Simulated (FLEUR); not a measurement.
# free Fe(001) film, 3 layers: anisotropy by force theorems, part 2 of 2

One state of free Fe(001) film, 3 layers is converged without symmetry. Force theorems then give its anisotropy.

FLEUR MaX-R8.1; PBE; all-electron FLAPW film, Dirac cores, scalar-relativistic bands.

So far. Step 2 (The magnetic state): After 33 cycles the largest moment stands at 2.96 μB.

## (5) Spin–orbit coupling, moments along z

Level of this step: PBE; all-electron FLAPW film, Dirac cores, scalar-relativistic bands with spin-orbit coupling (FLEUR).

Spin–orbit coupling ties the spins to the lattice and lets orbital moments form.

A new self-consistent run of the start ferro +++, with the moments along z. The k list default-1 (kpts.xml, not shown) is a Γ-centred 26×26×1 mesh.

Contents of inp.xml:

```
<?xml version="1.0" encoding="UTF-8" standalone="no"?>
<fleurInput fleurInputVersion="0.39">
   <comment>
      Fe
   </comment>
   <calculationSetup>
      <cutoffs Kmax="3.68" Gmax="11.0" GmaxXC="11.0" numbands="108"/>
      <scfLoop itmax="150" minDistance="0.00002" maxIterBroyd="15" imix="Anderson" alpha="0.03" precondParam="0.0" spinf="2.0" sdNocoIR="T"/>
      <coreElectrons ctail="T" frcor="F" kcrel="0" coretail_lmax="0"/>
      <xcFunctional name="pbe" relativisticCorrections="F"/>
      <magnetism jspins="2"/>
      <soc l_soc="T" theta="0.0" phi="0.0" spav="F"/>
      <expertModes spex="0" secvar="F"/>
      <geometryOptimization l_f="F" forcealpha="1.0" forcemix="BFGS" epsdisp="0.00001" epsforce="0.00001"/>
      <ldaU l_linMix="F" mixParam="0.05" spinf="1.0"/>
   </calculationSetup>
   <cell>
      <bzIntegration valenceElectrons="48.0" mode="hist" fermiSmearingEnergy="0.00183747">
         <kPointListSelection listName="default-1"/>
         <xi:include xmlns:xi="http://www.w3.org/2001/XInclude" href="kpts.xml"> </xi:include>
      </bzIntegration>
      <xi:include xmlns:xi="http://www.w3.org/2001/XInclude" href="sym.xml"> </xi:include>
      <filmLattice scale="1.0" dVac="10.68" dTilda="13.18">
         <bravaisMatrixFilm>
            <row-1>    5.4159550731035999     0.0000000000000000</row-1>
            <row-2>    0.0000000000000000     5.4159550731035999</row-2>
         </bravaisMatrixFilm>
         <vacuumEnergyParameters vacuum="1" spinUp="-.25" spinDown="-.25"/>
      </filmLattice>
   </cell>
   <atomSpecies>
      <species name="Iron (Fe) 2.800" element="Fe" atomicNumber="26">
         <mtSphere radius="2.23" gridPoints="737" logIncrement="0.016"/>
         <atomicCutoffs lmax="8" lnonsphr="6"/>
         <electronConfig flipSpins="F">
            <coreConfig>(1s1/2) (2s1/2) (2p1/2) (2p3/2)</coreConfig>
            <valenceConfig>(3s1/2) (3p1/2) (3p3/2) (4s1/2) (3d3/2) (3d5/2)</valenceConfig>
            <stateOccupation state="(3d3/2)" spinUp="1.4" spinDown="1.0"/>
            <stateOccupation state="(3d5/2)" spinUp="3.0" spinDown="0.6"/>
         </electronConfig>
         <energyParameters s="4" p="4" d="3" f="4"/>
         <lo type="SCLO" l="0" n="3" eDeriv="0"/>
         <lo type="SCLO" l="1" n="3" eDeriv="0"/>
      </species>
   </atomSpecies>
   <atomGroups>
      <atomGroup species="Iron (Fe) 2.800">
         <filmPos label="                   1">.0000000000 .0000000000 -2.7079828732</filmPos>
         <filmPos label="                   3">.0000000000 .0000000000 2.7079828732</filmPos>
         <force calculate="T" relaxXYZ="TTT"/>
      </atomGroup>
      <atomGroup species="Iron (Fe) 2.800">
         <filmPos label="                   2">1.000/2.000 1.000/2.000 .0000000000</filmPos>
         <force calculate="T" relaxXYZ="TTT"/>
      </atomGroup>
   </atomGroups>
   <output dos="F" band="F" slice="F">
      <bandDOS minEnergy="-.5*Htr" maxEnergy="0.5*Htr" sigma="0.015" storeEVData="T"/>
      <plotting iplot="0" polar="F">
         <plot TwoD="T" vec1="  1.0  0.0  0.0" vec2="  0.0  1.0  0.0" vec3="  0.0  0.0  1.0" zero="  0.0  0.0 -0.5" file="plot"/>
      </plotting>
      <moessbauerParams electricFieldGradient="F" isomerShift="F" coreHyperfine="F" valenceHyperfine="F"/>
   </output>
</fleurInput>
```

Contents of crystal.txt:

```
Fe
&input film=T cartesian=F /
2.86600000000  0.00000000000  0.00000000000
0.00000000000  2.86600000000  0.00000000000
0.00000000000  0.00000000000  1.00000000000
1.8897261246
1.0 1.0 1.0

3
26 0.00000000000  0.00000000000  -2.70798287318 : 2.800
26 0.50000000000  0.50000000000  0.00000000000 : 2.800
26 0.00000000000  0.00000000000  2.70798287318 : 2.800

&soc 0.0000000 0.0000000 /
&kpt div1=26 div2=26 div3=1 gamma=T /
```

On the command line:

```
$ OMP_NUM_THREADS=1 inpgen -f crystal.txt > inpgen.log  # inp.xml is then edited as shown
$ OMP_NUM_THREADS=1 mpirun -n 4 fleur_MPI > fleur.log
```

The log of the run:

```text
[banner, memory and clock lines left out]
Welcome to FLEUR        (www.flapw.de)
      MaX-Release 8.1          (www.max-centre.eu)

 ========== k-point set info ==========
 Selected k-point list: default-1
 k-point list type: mesh
 0 x 0 x 0
 Number of k points: 172

 [... set-up left out ...]
 Iteration:     1   Distance:      25.37029620 me/bohr^3
 Iteration:     2   Distance:      14.97181411 me/bohr^3
 Iteration:     3   Distance:      11.66348025 me/bohr^3
 Iteration:     4   Distance:       9.34263626 me/bohr^3
 Iteration:     5   Distance:       7.37640931 me/bohr^3
 Iteration:     6   Distance:       7.37517191 me/bohr^3
 Iteration:     7   Distance:       6.79474684 me/bohr^3
 Iteration:     8   Distance:       5.69627382 me/bohr^3
 Iteration:     9   Distance:       2.15125604 me/bohr^3
 Iteration:    10   Distance:       1.11657859 me/bohr^3
 Iteration:    11   Distance:       1.48528577 me/bohr^3
 Iteration:    12   Distance:       0.32030794 me/bohr^3
 Iteration:    13   Distance:       0.26623021 me/bohr^3
 Iteration:    14   Distance:       0.06516451 me/bohr^3
[... lines left out ...]
 Iteration:    22   Distance:       0.00245319 me/bohr^3
 Iteration:    23   Distance:       0.00198911 me/bohr^3
 Iteration:    24   Distance:       0.00074536 me/bohr^3
 Iteration:    25   Distance:       0.00020359 me/bohr^3
 Iteration:    26   Distance:       0.00019174 me/bohr^3
 Iteration:    27   Distance:       0.00003162 me/bohr^3
 Iteration:    28   Distance:       0.00000823 me/bohr^3

 ********************************************************************
 Run finished successfully
 Stop message:
   all done
 ********************************************************************

--- out.xml (last complete iteration) ---
<iteration numberForCurrentRun="   28" overallNumber="   28">
         [... left out ...]
         <bandgap value="0.0000000000" units="eV"/>
         <sumValenceSingleParticleEnergies value="-62.9074193054" units="Htr"/>
         <FermiEnergy value="-0.1374108690" units="Htr"/>
         [... left out ...]
         <magneticMomentsInMTSpheres units="muBohr">
            <globalMagMoment atomType="1" vec="0.00000   0.00000   2.97410"/>
            <globalMagMoment atomType="2" vec="0.00000   0.00000   2.40645"/>
         </magneticMomentsInMTSpheres>
         <orbitalMomentsInMTSpheres units="muBohr">
            <globalMagMoment atomType="1" vec="0.00000   0.00000   0.08082"/>
            <globalMagMoment atomType="2" vec="0.00000   0.00000   0.04680"/>
         </orbitalMomentsInMTSpheres>
         [... left out ...]
         <totalEnergy value="    -3818.3143100520" units="Htr">
            <sumOfEigenvalues value="    -2244.8207470477">
               <coreElectrons value="-2181.9133277423"/>
               <valenceElectrons value="-62.9074193054"/>
            </sumOfEigenvalues>
         [... left out ...]
            <freeEnergy value="-3818.3155286717"/>
            <extrapolationTo0K value="-3818.3149193618"/>
         </totalEnergy>
         <densityConvergence units="me/bohr^3">
            <chargeDensity spin="1" distance="0.0000040760"/>
            <chargeDensity spin="2" distance="0.0000069787"/>
            <overallChargeDensity distance="0.0000082256"/>
            <spinDensity distance="0.0000079355"/>
         </densityConvergence>
      </iteration>
```

It took 4.7 min on 4 MPI ranks of Arm Neoverse V2, shared host; peak memory 0.73 GiB.

Spin moment in the muffin-tin sphere by atom:

```csv
atom,spin moment in the muffin-tin sphere (μB)
Fe1,2.97
Fe2,2.41
Fe3,2.97
```

Numbers from this step:

| Item | Value |
| --- | --- |
| free energy | -103901.6587 eV |
| program's band gap on this mesh (in a metal only a level spacing) | 0 eV |
| magnetization | 8.487 μB |
| final state | ferromagnetic |
| orbital moment along the spin | 0.08082 μB |

Orbital moment in the sphere, along the spin axis by atom:

```csv
atom,"orbital moment in the sphere, along the spin axis (μB)"
Fe1,0.0808
Fe2,0.0468
Fe3,0.0808
```

## (6) What came out

```
reference state                                                             : ferromagnetic
largest sphere moment                                                       : 2.96 μB
easy direction of those tried                                               : z
energy along x less z, force theorem                                        : 0.0924 meV a primitive cell
orbital moment on the atom of largest spin, along its spin (spin–orbit run) : 0.0808 μB
```

By the force theorem the moments prefer z; shape anisotropy is not in it, and in a film it favours the plane. The difference for the second direction goes from 0.018 meV (mesh 17×17×1, 96 states, 1.8 min of CPU time) to 0.092 meV (mesh 26×26×1, 96 states, 4 min), so it is not converged. The orbital moment is parallel to the spin. The state was typed, and no other order was converged beside it, so it need not be the ground state.

[Logs and program files are shortened in this print: banners, set-up blocks, solver, clock and traceback lines can be left out without a mark of their own.]

[Logs are printed without paths, hosts, clocks, repeated set-up lines and the standing remarks that a program may print on its own settings, such as how far it seeks lower states.]

[Hosts, paths, dates, database ids (printed as entryN), source tags and the programs' standing remarks are cut or masked in the printed files.]

[Where a cell is said to come from a database of computed structures, the database is the Materials Project.]
